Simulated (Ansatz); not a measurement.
# Ba2TiSnO6: complex band structure, part 2 of 2

A new crystal, Ba2TiSnO6: structure, gap and complex bands. It is built by putting Sn for Zr in the Ba2ZrTiO6 structure of space group Fm-3m, with the volume rescaled by atomic radii. The parent structure comes from the Materials Project.

Ansatz 0.2.0; r2SCAN DFT, plane waves, PAW files (the session's first sound run).

So far, gap on path (eV): step 3 (band edges) 3.41.

The structure was built from a prototype and need not be the compound's stable phase.

### Step 5. Complex bands, plane (111) (continued)

K parallel (0, -0.5); values up to 1.5 1/Å, a degenerate pair printed once or twice; energies at which all values exceed this have no row. Table of Im kz of the slowest decaying states by energy, zero at the highest filled level on the SCF mesh:

```
energy (eV)  decay 1 (Å⁻¹)  decay 2 (Å⁻¹)  decay 3 (Å⁻¹)  decay 4 (Å⁻¹)
      -1.00         0.0691          0.150          0.206          0.292
      -0.82          0.173          0.174          0.244          0.338
      -0.55         0.0866          0.194          0.291          0.320
      -0.37         0.0421          0.242          0.283          0.328
      -0.10          0.175          0.246          0.332          0.359
      -0.01          0.147          0.204          0.281          0.353
       0.08          0.228          0.265          0.308          0.370
       0.26          0.267          0.349          0.386          0.400
       0.53          0.311          0.390          0.396          0.432
       0.71          0.334          0.399          0.409          0.449
       0.98          0.362          0.400          0.430          0.470
       1.16          0.377          0.397          0.440          0.481
       1.34          0.389          0.393          0.446          0.490
       1.61          0.382          0.403          0.451          0.502
       1.79          0.372          0.410          0.452          0.509
       2.06          0.352          0.416          0.448          0.517
       2.24          0.336          0.417          0.442          0.522
       2.42          0.316          0.414          0.433          0.526
       2.69          0.280          0.403          0.414          0.532
       2.87          0.249          0.388          0.394          0.536
       3.14          0.187          0.344          0.351          0.501
       3.32          0.122          0.286          0.290          0.304
       3.50          0.182          0.223          0.513          0.544
       3.77          0.312          0.498          0.535          0.603
       3.95          0.437          0.476          0.527          0.607
       4.22          0.330          0.404          0.490          0.513
       4.40          0.412          0.497          0.501          0.529
```

At the listed wavevectors the last open channel is at -0.01 eV and the next at +3.50 eV on the grid. At +1.70 eV, the grid energy nearest the filling level (the middle of the gap on the SCF mesh), the slowest state at the listed wavevectors decays with κ = 0.346 Å⁻¹, its amplitude falling by e over 2.9 Å; the first such run, plane (001), gave 0.395 Å⁻¹.

### Step 6. The same cell, other settings

This step: r2SCAN DFT, plane waves, PAW files; complex bands by layer matching along the plane's normal; changed: accuracy = [1, 2], scf.max_iter = 100 (Ansatz 0.2.0).

This run repeats an earlier one, its twin (the complex run, plane (001)), with two settings changed (scf.max_iter, accuracy; files written aside). The setting was drawn as a possible misstep, on purpose. Where the input is shown as a difference, that is against the step before, not the twin.

The input, input.yaml:

```yaml
crystal:
  lattice:
    - [5.744364908, 0.0, 0.0]
    - [0.0, 5.744364908, 0.0]
    - [2.872182454, 2.872182454, 4.06187938]
  atoms:
    - { symbol: Ba, position: [0.25, 0.75, 0.5] }
    - { symbol: Ba, position: [0.75, 0.25, 0.5] }
    - { symbol: Sn, position: [0.5, 0.5, 0.0] }
    - { symbol: Ti, position: [0.0, 0.0, 0.0] }
    - { symbol: O, position: [0.2441471635, 0.2441471635, 0.0] }
    - { symbol: O, position: [0.7558528365, 0.7558528365, 0.488294327] }
    - { symbol: O, position: [0.2441471635, 0.7558528365, 0.0] }
    - { symbol: O, position: [0.7558528365, 0.7558528365, 0.0] }
    - { symbol: O, position: [0.2441471635, 0.2441471635, 0.511705673] }
    - { symbol: O, position: [0.7558528365, 0.2441471635, 0.0] }
kpoints:
  mp_grid: { grid: [6, 6, 6] }
scf:
  occupations: { method: fixed }
  max_iter: 100
hamiltonian:
  xc: r2scan
output:
  eigenvalues: true
  transmission:
    leads: [[0, 0]]
    kpoints: [[0.0, 0.0], [-0.5, -0.5]]
    e_range: [-1.0, 4.41]
    de: 0.14
accuracy: [1, 2]
```

Command:

```console
$ ansatz run input.yaml --threads 2 --pin off --max-ram 4096MiB --backend cpu --events-out ev --progress --plain --runs-dir out
```

The job ended after 0.02 s (2 threads of Arm Neoverse V2, shared host; peak memory 0.021 GiB).

The input was rejected at the start.

The program's message: “Error: YAML parse error: error: line 31 column 11: expected string scalar”

The change that led to it: accuracy = [1, 2].

### Step 7. The same cell, other settings

This step: r2SCAN DFT, plane waves, PAW files; complex bands by layer matching along the plane's normal; changed: magnetization = {"spin_polarized": true, "initial_magnetization": 15}, scf.max_iter = 60 (Ansatz 0.2.0).

This run repeats an earlier one, its twin (the complex run, plane (001)), with three settings changed (scf.max_iter, magnetization.spin_polarized, magnetization.initial_magnetization; files written aside). The setting was drawn as a possible misstep, on purpose. Where the input is shown as a difference, that is against the step before, not the twin.

Changes to input.yaml since step 6:

```diff
@@ -20,3 +20,3 @@
   occupations: { method: fixed }
-  max_iter: 100
+  max_iter: 60
 hamiltonian:
@@ -30,2 +30,4 @@
     de: 0.14
-accuracy: [1, 2]
+magnetization:
+  spin_polarized: true
+  initial_magnetization: 15
```

Run time: 0.19 s. Hardware: 2 threads; peak memory 0.096 GiB.

The input was rejected at the start.

The program's message: “Error: inconsistent input (scf.occupations.method, magnetization): a σ = 0 step fill (method: fixed, or a smearing width below the step floor) with no hard lock on the total moment puts the same N_el/ …”

The change that led to it: magnetization.

### Step 8. What came out

```
band gap                                         : 3.41 eV
least decay constant at mid-gap, normal to (001) : 0.395 Å⁻¹
least decay constant at mid-gap, normal to (111) : 0.346 Å⁻¹
```

In words: With r2SCAN, the slowest decay at the wavevectors tried is κ = 0.346 Å⁻¹, normal to (111). Through such a film the transmission near mid-gap falls as exp(−2κd), a factor of ten every 3.3 Å. The directions tried decay at nearly the same rate. A free electron under a barrier of half the gap would need a mass of 0.27 mₑ to decay at this rate. The compound is made up by substitution; its stability against other phases and against distortions of the cell's symmetry was not tested. r2SCAN still narrows gaps, if less than LDA and GGA do, so real decay constants are likely larger.

[Logs are printed without paths, hosts, clocks, repeated set-up lines and the standing remarks that a program may print on its own settings, such as how far it seeks lower states.]

[Hosts, paths, dates, database ids (printed as entryN), source tags and the programs' standing remarks are cut or masked in the printed files.]
